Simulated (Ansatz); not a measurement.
# How fast states decay through KNa2BrCl2, part 2 of 2

Wanted: the relaxed cell of KNa2BrCl2, its band edges and its decay constants. It is built by putting K for part of the Na in the Na3BrCl2 structure of space group I4/mmm, with the volume rescaled by atomic radii. The parent structure comes from the Materials Project.

Ansatz 0.2.0; PBE DFT, plane waves, PAW files (the session's first sound run).

So far. Step 2 (Relaxing the new crystal): The largest force component on a free atom ends at 0.020 eV/Å.

The structure was built from a prototype and need not be the compound's stable phase.

## (3) The bulk crystal and its band edges

The energy window and the wavevectors of the next steps follow from the band edges, so these are searched first, off the mesh as well.

input.yaml

```yaml
crystal:
  lattice:
    - [-2.1532669566, 2.1532669566, 9.1059118998]
    - [2.1532669566, -2.1532669566, 9.1059118998]
    - [2.1532669566, 2.1532669566, -9.1059118998]
  atoms:
    - { symbol: Na, position: [0.6688430806, 0.6688430806, 0.0] }
    - { symbol: Na, position: [0.0065502494, 0.0065502494, 0.0] }
    - { symbol: K, position: [0.3297618982, 0.3297618982, 0.0] }
    - { symbol: Br, position: [0.5067683102, 0.5067683102, 0.0] }
    - { symbol: Cl, position: [0.8276044994, 0.8276044994, 0.0] }
    - { symbol: Cl, position: [0.1604719622, 0.1604719622, 0.0] }
kpoints:
  mp_grid: { grid: [8, 8, 8] }
  band_path: { path: [VBM, CBM], npoints: 30 }
scf:
  occupations: { method: fixed }
hamiltonian:
  xc: pbe
output:
  eigenvalues: true
  write_potential: true
  write_density: true
  volumetric_format: npy
  elf: true
```

The run is started by

```bash
$ ansatz run input.yaml --threads 2 --pin off --max-ram 4096MiB --backend cpu --events-out ev --progress --plain --runs-dir out
```

Numbers of over 12 decimals in the logs are rounded to 6 here.

Output:

```text
[...]
Crystal: 6 atoms, lattice volume = 168.880 Å³
Basis set: ecut = 420 eV, 3247 PW (Γ), FFT grids on a1−a2, a2, a1+a3
Bands: 30, of which v1, the nominal top of the filled ones, is band 24 counted from 1 (23 counted from 0)
Symmetry: 8 space group operations
[...]
k-points: 59 of 512 (time reversal used)
[...]
SCF iter   1: F=—  HF=-9463.373342 eV  |F-HF|=—  |Δ(HF+E_count)|=         —  Δρ=2.95e-4  dr2=3.42e-4  ethr=1.77e-3  ⟨swp⟩=5.6  Hψ=6473  notcnv=0  defer=225
[...]
SCF iter   6: F=-9463.372417 eV  HF=-9463.372417 eV  |F-HF|=2.90e-9  |Δ(HF+E_count)|=   1.39e-8  Δρ=2.35e-6  dr2=1.42e-8  ethr=2.08e-10  ⟨swp⟩=11.3  Hψ=7912  notcnv=0
SCF 1 converged in 6 iterations: F = -9463.372417 eV  dr2 = 1.42e-8
[...]
NSCF: frozen V_eff on 30 k-points
[...]
SCF converged after 6 iterations
Free energy (F): -9463.372417 eV
[...]
Internal energy: -9463.372417 eV  (E = F + TS)
E sigma→0 (E₀):  -9463.372417 eV
Fermi energy:    0.812219 eV
[...]
--- Band table (eV; the first three rows and the last of 59) ---
  k-point 0: bands = [... 20 lower, 0.4537, 0.7335, 0.8122, 0.8122, 5.2643, 7.2603, 7.6739, 8.2706, ... 2 higher]
  k-point 1: bands = [... 20 lower, 0.3597, 0.5573, 0.7164, 0.7181, 5.8377, 7.6273, 8.1026, 8.6072, ... 2 higher]
  k-point 2: bands = [... 20 lower, 0.2836, 0.3734, 0.5329, 0.6657, 6.9755, 8.2644, 8.5289, 8.9679, ... 2 higher]
  k-point 58: bands = [... 20 lower, 0.5219, 0.5219, 0.7721, 0.7721, 5.9964, 6.3764, 7.5873, 8.1682, ... 2 higher]
```

It took 29 s on 2 threads of Arm Neoverse V2, shared host; peak memory 0.52 GiB; 56 s of CPU time.

Reading the cycles: dr2 is the Hartree energy of the density residual (eV), the measure of convergence; HF is the Harris–Foulkes estimate of the energy, which meets the free energy F at convergence.

Numbers from this step:

```yaml
fermi_energy: 0.8122 eV
gap_on_the_k_mesh: 4.452 eV
gap_on_path: 4.452 eV, by band count; negative where bands overlap
direct_gap_on_path: 4.452 eV
edge_places_on_path: 0, 0 1/A along the path
```

Levels at VBM (eV): -1.19, -1.10, -0.51, -0.51, -0.36, -0.36, -0.08, 0.00, 0.00, 4.45, 6.45, 6.86, 7.46, 7.87.

ELF in the ac plane of the conventional cell at fractional y = 0.000, with atoms of Na and K and Br and Cl within 0.2 Å of it. It is the smooth field of the valence electrons, not physical close to the nuclei.

Ten even steps from '_' (0.01) to '@' (0.86), each cell a mean:
```
++==::________________..--++
....____________________....
%%%%##++--________..==**##%%
##@@@@@@##--____..++%%@@@@%%
##@@@@@@##--____..++%%@@@@%%
%%%%##++--..______::==**##%%
::..____________________..::
==**==..______________::**++
++++--________________..==++
--::::..____________..::::--
@@@@@@%%++::____..--**%%@@@@
..==@@@@%%++..__::**@@@@##::
**%%@@@@##==____::**%%@@@@##
****++==::..______..--++++**
====::..______________..--==
%%@@@@**..__________--%%@@@@
%%@@@@**..__________--##@@@@
==--::________________..--==
##****==--..______..--++**##
##@@@@@@##--____..++%%@@@@%%
##@@@@@@##--____..++%%@@@@%%
%%%%##++::________..==**##%%
::::____________________..::
==**==________________::**++
```
Columns run along a (4.3 Å), rows up along c (18.2 Å), edges of the conventional cell, whose origin can differ from the input's. Atoms in or near the plane, at fractional coordinates: Na at (0.00, 0.67), Na at (0.00, 0.01), K at (0.00, 0.33), Br at (0.00, 0.51), Cl at (0.00, 0.83), Cl at (0.00, 0.16).

Valence density in the ac plane of the conventional cell at fractional y = 0.000, with atoms of Na and K and Br and Cl within 0.2 Å of it. It is the smooth field of the valence electrons, not physical close to the nuclei.

Values in e/Å³, 24 rows by 14 columns, each cell a mean:
```
 5  2  0  0  0  0  0  0  0  0  0  0  1  3
 0  0  0  0  0  0  0  0  0  0  0  0  0  0
 0  0  0  0  0  0  0  0  0  0  0  0  0  0
 1  1  1  0  0  0  0  0  0  0  0  1  1  1
 1  1  1  0  0  0  0  0  0  0  0  1  1  1
 0  0  0  0  0  0  0  0  0  0  0  0  0  0
 0  0  0  0  0  0  0  0  0  0  0  0  0  0
13  6  1  0  0  0  0  0  0  0  0  0  2 10
 6  3  0  0  0  0  0  0  0  0  0  0  1  5
 0  0  0  0  0  0  0  0  0  0  0  0  0  0
 1  1  0  0  0  0  0  0  0  0  0  0  1  1
 0  1  1  1  0  0  0  0  0  0  0  1  1  1
 1  1  1  0  0  0  0  0  0  0  0  1  1  1
 0  0  0  0  0  0  0  0  0  0  0  0  0  0
 0  0  0  0  0  0  0  0  0  0  0  0  0  0
 3  3  1  0  0  0  0  0  0  0  0  1  2  3
 3  3  1  0  0  0  0  0  0  0  0  1  2  3
 0  0  0  0  0  0  0  0  0  0  0  0  0  0
 0  0  0  0  0  0  0  0  0  0  0  0  0  0
 1  1  1  0  0  0  0  0  0  0  0  1  1  1
 1  1  1  0  0  0  0  0  0  0  0  1  1  1
 1  0  0  0  0  0  0  0  0  0  0  0  0  0
 1  0  0  0  0  0  0  0  0  0  0  0  0  0
14  7  1  0  0  0  0  0  0  0  0  0  3 11
```
Columns run along a (4.3 Å), rows up along c (18.2 Å), edges of the conventional cell, whose origin can differ from the input's. Atoms in or near the plane, at fractional coordinates: Na at (0.00, 0.67), Na at (0.00, 0.01), K at (0.00, 0.33), Br at (0.00, 0.51), Cl at (0.00, 0.83), Cl at (0.00, 0.16).

Electrostatic potential energy in the ac plane of the conventional cell at fractional y = 0.000, with atoms of Na and K and Br and Cl within 0.2 Å of it. With pseudopotentials it is smooth inside the atoms' cores, unlike the true potential.

Ten even steps from '_' (-53 eV) to '@' (7 eV), each cell a mean:
```
==**%%@@@@@@@@@@@@@@@@%%##++
@@@@@@@@@@@@@@@@@@@@@@@@@@@@
@@@@@@@@@@@@@@@@@@@@@@@@@@@@
..--**@@@@@@@@@@@@@@@@%%++::
..--**@@@@@@@@@@@@@@@@%%==::
%%@@@@@@@@@@@@@@@@@@@@@@@@%%
%%%%@@@@@@@@@@@@@@@@@@@@@@%%
..--##@@@@@@@@@@@@@@@@%%++..
--++%%@@@@@@@@@@@@@@@@%%##==
@@@@@@@@@@@@@@@@@@@@@@@@@@@@
**##%%@@@@@@@@@@@@@@@@@@%%**
____--%%@@@@@@@@@@@@@@**..__
::--**@@@@@@@@@@@@@@@@%%==::
@@@@@@@@@@@@@@@@@@@@@@@@@@@@
%%%%@@@@@@@@@@@@@@@@@@@@%%%%
::--**%%@@@@@@@@@@@@@@##==::
::--**%%@@@@@@@@@@@@@@##==::
%%%%@@@@@@@@@@@@@@@@@@@@@@%%
@@@@@@@@@@@@@@@@@@@@@@@@@@@@
::--**@@@@@@@@@@@@@@@@%%++::
..--**@@@@@@@@@@@@@@@@%%==::
%%@@@@@@@@@@@@@@@@@@@@@@@@%%
%%%%@@@@@@@@@@@@@@@@@@@@@@%%
__::##%%@@@@@@@@@@@@@@%%++..
```
Columns run along a (4.3 Å; values clipped at the 3rd and 97th percentile), rows up along c (18.2 Å), edges of the conventional cell, whose origin can differ from the input's. Atoms in or near the plane, at fractional coordinates: Na at (0.00, 0.67), Na at (0.00, 0.01), K at (0.00, 0.33), Br at (0.00, 0.51), Cl at (0.00, 0.83), Cl at (0.00, 0.16).

The searched edges give 4.45 eV, as on the mesh.

## (4) Decaying states in the gap

This step: PBE DFT, plane waves, PAW files; complex bands by layer matching along the plane's normal (Ansatz 0.2.0).

The same crystal is laid in a cell whose first two vectors span the (001) plane (indices of the standard conventional cell, whose axes can be ordered otherwise than in the bulk input). At fixed energy and wavevector in the plane the solver finds all kz, real and complex. A few wavevectors are listed, (0, 0) and (0.5, 0) in units of the plane's reciprocal vectors; the slowest state needn't be among them.

input.yaml

```yaml
crystal:
  lattice:
    - [4.306533913, 0.0, 0.0]
    - [0.0, 4.306533913, 0.0]
    - [2.153266957, 2.153266957, 9.1059119]
  atoms:
    - { symbol: Na, position: [0.3311569194, 0.3311569194, 0.3376861612] }
    - { symbol: Na, position: [0.9934497506, 0.9934497506, 0.0131004988] }
    - { symbol: K, position: [0.6702381018, 0.6702381018, 0.6595237964] }
    - { symbol: Br, position: [0.4932316898, 0.4932316898, 0.0135366204] }
    - { symbol: Cl, position: [0.1723955006, 0.1723955006, 0.6552089988] }
    - { symbol: Cl, position: [0.8395280378, 0.8395280378, 0.3209439244] }
kpoints:
  mp_grid: { grid: [6, 6, 6] }
scf:
  occupations: { method: fixed }
hamiltonian:
  xc: pbe
output:
  eigenvalues: true
  transmission:
    leads: [[0, 0]]
    kpoints: [[0.0, 0.0], [0.5, 0.0]]
    e_range: [-1.0, 5.45]
    de: 0.13
```

Output:

```text
[...]
Crystal: 6 atoms, lattice volume = 168.880 Å³
Basis set: ecut = 420 eV, 3247 PW (Γ)
Bands: 30, of which v1, the nominal top of the filled ones, is band 24 counted from 1 (23 counted from 0)
Symmetry: 8 space group operations
[...]
k-points: 30 of 216 (time reversal used)
[...]
SCF iter   1: F=—  HF=-9463.373212 eV  |F-HF|=—  |Δ(HF+E_count)|=         —  Δρ=2.95e-4  dr2=3.29e-4  ethr=1.77e-3  ⟨swp⟩=5.6  Hψ=3308  notcnv=0  defer=108
[...]
SCF iter   6: F=-9463.372448 eV  HF=-9463.372448 eV  |F-HF|=3.09e-10  |Δ(HF+E_count)|=   1.49e-8  Δρ=2.02e-6  dr2=6.33e-9  ethr=2.08e-10  ⟨swp⟩=11.2  Hψ=4033  notcnv=0
SCF 1 converged in 6 iterations: F = -9463.372448 eV  dr2 = 6.33e-9
[...]
transmission: 14 of 28 steps passed
transmission: 28 of 28 steps passed
SCF converged after 6 iterations
Free energy (F): -9463.372448 eV
[...]
Internal energy: -9463.372448 eV  (E = F + TS)
E sigma→0 (E₀):  -9463.372448 eV
Fermi energy:    0.812265 eV
[...]
--- Band table (eV; the first three rows and the last of 30) ---
  k-point 0: bands = [... 20 lower, 0.4537, 0.7336, 0.8123, 0.8123, 5.2643, 7.2603, 7.6739, 8.2705, ... 2 higher]
  k-point 1: bands = [... 20 lower, 0.4714, 0.6599, 0.8034, 0.8034, 5.3837, 7.0895, 7.6494, 8.2609, ... 2 higher]
  k-point 2: bands = [... 20 lower, 0.5049, 0.5049, 0.7835, 0.7835, 5.6975, 6.7026, 7.6065, 8.2057, ... 2 higher]
  k-point 29: bands = [... 20 lower, 0.1423, 0.2480, 0.3196, 0.4316, 7.4233, 7.8086, 7.9704, 8.1142, ... 2 higher]
--- Transmission ---
  basis      : 161 plane waves across, 14 finite elements along
  points     : 2, as listed
  energies   : 50 from -1.000000 to 5.370000 eV about the Fermi level, 0.130000 eV apart; the leads are filled to 2.226015 eV, and channels, transmission and decay are at 2.250000 eV
  crystal 0  : Na2Br1Cl2K1, at the sites [0, 0], period 9.1059 Å: whole cells are its period
    offset         : up to 0.0000 Å between an atom of the period and one for which it stands
    channels       : 0.000000e0 a spin
    conductance    : none, the energies end too early or step too widely for 300 K: set another output.transmission.e_range or a lower de, or, where they end at an eighth of basis.ecutwfc, a higher one
    slowest decay  : 0.3590 /Å at (0.0000, 0.0000)
```

Elapsed: 28 s, on 2 threads; peak memory 0.55 GiB.

Numbers from this step:

```yaml
fermi_energy: 0.8123 eV
level_to_which_the_leads_are_filled: 2.226 eV from the Fermi level
decay_constant_at_the_filling_level_zone_centre: 0.3590 Å⁻¹
decay_constant_at_the_filling_level_slowest_listed_point: 0.359 Å⁻¹
```

K parallel (0, 0); values up to 1.5 1/Å, a degenerate pair printed once or twice; energies at which all values exceed this have no row. Table of Im kz of the slowest decaying states by energy, zero at the highest filled level on the SCF mesh:

| energy (eV) | decay 1 (Å⁻¹) | decay 2 (Å⁻¹) | decay 3 (Å⁻¹) | decay 4 (Å⁻¹) |
| --- | --- | --- | --- | --- |
| -1.00 | 0.560 | 0.763 | 1.50 | - |
| -0.74 | 0.527 | 0.611 | 1.47 | - |
| -0.35 | 0.650 | 1.44 | - | - |
| -0.09 | 0.177 | 0.664 | 1.41 | - |
| 0.04 | 0.138 | 0.216 | 0.669 | 1.40 |
| 0.30 | 0.230 | 0.472 | 0.676 | 1.37 |
| 0.56 | 0.281 | 0.575 | 0.680 | 1.35 |
| 0.95 | 0.325 | 0.662 | 0.681 | 1.31 |
| 1.21 | 0.343 | 0.679 | 0.698 | 1.28 |
| 1.60 | 0.358 | 0.674 | 0.735 | 1.24 |
| 1.86 | 0.362 | 0.668 | 0.751 | 1.21 |
| 2.12 | 0.361 | 0.662 | 0.763 | 1.18 |
| 2.51 | 0.352 | 0.649 | 0.774 | 1.13 |
| 2.77 | 0.341 | 0.640 | 0.777 | 1.10 |
| 3.16 | 0.315 | 0.623 | 0.778 | 1.05 |
| 3.42 | 0.292 | 0.611 | 0.776 | 1.02 |
| 3.81 | 0.242 | 0.590 | 0.769 | 0.964 |
| 4.07 | 0.193 | 0.574 | 0.763 | 0.925 |
| 4.46 | 0.549 | 0.750 | 0.864 | 1.21 |
| 4.72 | 0.530 | 0.740 | 0.820 | 1.19 |
| 5.11 | 0.498 | 0.722 | 0.749 | 1.15 |
| 5.37 | 0.0452 | 0.475 | 0.696 | 0.708 |

K parallel (0.5, 0); values up to 1.5 1/Å, a degenerate pair printed once or twice; energies at which all values exceed this have no row. Im kz of the slowest decaying states against energy, zero at the highest filled level on the SCF mesh:

| energy (eV) | decay 1 (Å⁻¹) | decay 2 (Å⁻¹) | decay 3 (Å⁻¹) | decay 4 (Å⁻¹) |
| --- | --- | --- | --- | --- |
| -1.000 | 0.176 | 1.07 | 1.08 | - |
| -0.480 | 0.153 | 0.838 | 0.997 | - |
| 0.040 | 0.341 | 0.867 | 1.02 | - |
| 0.560 | 0.482 | 0.992 | 1.01 | - |
| 0.950 | 0.549 | 0.959 | 1.04 | - |
| 1.470 | 0.624 | 0.901 | 1.05 | - |
| 1.990 | 0.730 | 0.790 | 1.05 | - |
| 2.510 | 0.749 | 1.04 | - | - |
| 3.030 | 0.693 | 0.770 | 1.02 | - |
| 3.550 | 0.663 | 0.753 | 0.998 | - |
| 3.940 | 0.644 | 0.728 | 0.978 | - |
| 4.460 | 0.618 | 0.684 | 0.946 | - |
| 4.980 | 0.584 | 0.634 | 0.910 | - |

At the listed wavevectors the last open channel is at -0.09 eV and the next at +4.46 eV on the grid. At +2.25 eV, the grid energy nearest the filling level (the middle of the gap on the SCF mesh), the slowest state at the listed wavevectors decays with κ = 0.359 Å⁻¹, its amplitude falling by e over 2.8 Å. Through 1 nm of this crystal that state's transmission falls by exp(−2 × 0.359 Å⁻¹ × 10 Å) = 7.6e-4.

## (5) A check of the settings: scf.lower_state_search = "off"

This step: PBE DFT, plane waves, PAW files; complex bands by layer matching along the plane's normal; changed: scf.lower_state_search = "off" (Ansatz 0.2.0).

This run repeats an earlier one, its twin (the complex run, plane (001)), with one setting changed (scf.lower_state_search; files written aside). It is meant to test how the run responds.

input.yaml, as its differences from that of step 4:

```diff
@@ -16,2 +16,3 @@
   occupations: { method: fixed }
+  lower_state_search: "off"
 hamiltonian:
```

Output:

```text
[...]
Crystal: 6 atoms, lattice volume = 168.880 Å³
Basis set: ecut = 420 eV, 3247 PW (Γ)
Bands: 30, of which v1, the nominal top of the filled ones, is band 24 counted from 1 (23 counted from 0)
Symmetry: 8 space group operations
[...]
k-points: 30 of 216 (time reversal used)
[...]
SCF iter   1: F=—  HF=-9463.373212 eV  |F-HF|=—  |Δ(HF+E_count)|=         —  Δρ=2.95e-4  dr2=3.29e-4  ethr=1.77e-3  ⟨swp⟩=5.6  Hψ=3308  notcnv=0  defer=108
[...]
SCF iter   6: F=-9463.372448 eV  HF=-9463.372448 eV  |F-HF|=3.09e-10  |Δ(HF+E_count)|=   1.49e-8  Δρ=2.02e-6  dr2=6.33e-9  ethr=2.08e-10  ⟨swp⟩=11.2  Hψ=4033  notcnv=0
SCF 1 converged in 6 iterations: F = -9463.372448 eV  dr2 = 6.33e-9
[...]
transmission: 14 of 28 steps passed
transmission: 28 of 28 steps passed
SCF converged after 6 iterations
Free energy (F): -9463.372448 eV
[...]
Internal energy: -9463.372448 eV  (E = F + TS)
E sigma→0 (E₀):  -9463.372448 eV
Fermi energy:    0.812265 eV
[...]
--- Band table (eV; the first three rows and the last of 30) ---
  k-point 0: bands = [... 20 lower, 0.4537, 0.7336, 0.8123, 0.8123, 5.2643, 7.2603, 7.6739, 8.2705, ... 2 higher]
  k-point 1: bands = [... 20 lower, 0.4714, 0.6599, 0.8034, 0.8034, 5.3837, 7.0895, 7.6494, 8.2609, ... 2 higher]
  k-point 2: bands = [... 20 lower, 0.5049, 0.5049, 0.7835, 0.7835, 5.6975, 6.7026, 7.6065, 8.2057, ... 2 higher]
  k-point 29: bands = [... 20 lower, 0.1423, 0.2480, 0.3196, 0.4316, 7.4233, 7.8086, 7.9704, 8.1142, ... 2 higher]
--- Transmission ---
  basis      : 161 plane waves across, 14 finite elements along
  points     : 2, as listed
[...]
channels       : 0.000000e0 a spin
[...]
slowest decay  : 0.3590 /Å at (0.0000, 0.0000)
```

Run time: 28 s. Hardware: 2 threads; peak memory 0.55 GiB; 46 s of CPU time.

K parallel (0, 0); values up to 1.5 1/Å, a degenerate pair printed once or twice; energies at which all values exceed this have no row. Table of Im kz of the slowest decaying states by energy, zero at the highest filled level on the SCF mesh:

(Unchanged from step 4.)

K parallel (0.5, 0); values up to 1.5 1/Å, a degenerate pair printed once or twice; energies at which all values exceed this have no row. Im kz of the slowest decaying states against energy, zero at the highest filled level on the SCF mesh:

| energy (eV) | decay 1 (Å⁻¹) | decay 2 (Å⁻¹) | decay 3 (Å⁻¹) | decay 4 (Å⁻¹) |
| --- | --- | --- | --- | --- |
| -1.00 | 0.176 | 1.07 | 1.08 | - |
| -0.74 | 0.0704 | 0.947 | 0.978 | - |
| -0.35 | 0.136 | 0.732 | 1.01 | - |
| -0.09 | 0.279 | 0.799 | 1.02 | - |
| 0.04 | 0.341 | 0.867 | 1.02 | - |
| 0.30 | 0.424 | 0.967 | 1.01 | - |
| 0.56 | 0.482 | 0.992 | 1.01 | - |
| 0.95 | 0.549 | 0.959 | 1.04 | - |
| 1.21 | 0.587 | 0.933 | 1.05 | - |
| 1.60 | 0.643 | 0.882 | 1.05 | - |
| 1.86 | 0.689 | 0.833 | 1.05 | - |
| 2.12 | 0.758 | 1.05 | - | - |
| 2.51 | 0.749 | 1.04 | - | - |
| 2.77 | 0.722 | 0.759 | 1.03 | - |
| 3.16 | 0.684 | 0.768 | 1.02 | - |
| 3.42 | 0.669 | 0.759 | 1.00 | - |
| 3.81 | 0.650 | 0.737 | 0.985 | - |
| 4.07 | 0.638 | 0.718 | 0.970 | - |
| 4.46 | 0.618 | 0.684 | 0.946 | - |
| 4.72 | 0.603 | 0.660 | 0.928 | - |
| 5.11 | 0.573 | 0.621 | 0.900 | - |
| 5.37 | 0.544 | 0.597 | 0.880 | 1.47 |

The energy agrees with the twin's within 2e-6 eV and the result to the printed digits, after as many cycles: the change makes no difference here.

## (6) Results

- band gap: 4.45 eV
- least decay constant at mid-gap, normal to (001): 0.359 Å⁻¹

In words: With PBE, the slowest decay at the wavevectors tried is κ = 0.359 Å⁻¹, normal to (001). Through such a film the transmission near mid-gap falls as exp(−2κd), a factor of ten every 3.2 Å. A free electron under a barrier of half the gap would need a mass of 0.22 mₑ to decay at this rate. The compound is made up by substitution; its stability against other phases and against distortions of the cell's symmetry was not tested. A semilocal functional narrows gaps, so real decay constants are likely larger.

[Logs are printed without paths, hosts, clocks, repeated set-up lines and the standing remarks that a program may print on its own settings, such as how far it seeks lower states.]

[Hosts, paths, dates, database ids (printed as entryN), source tags and the programs' standing remarks are cut or masked in the printed files.]
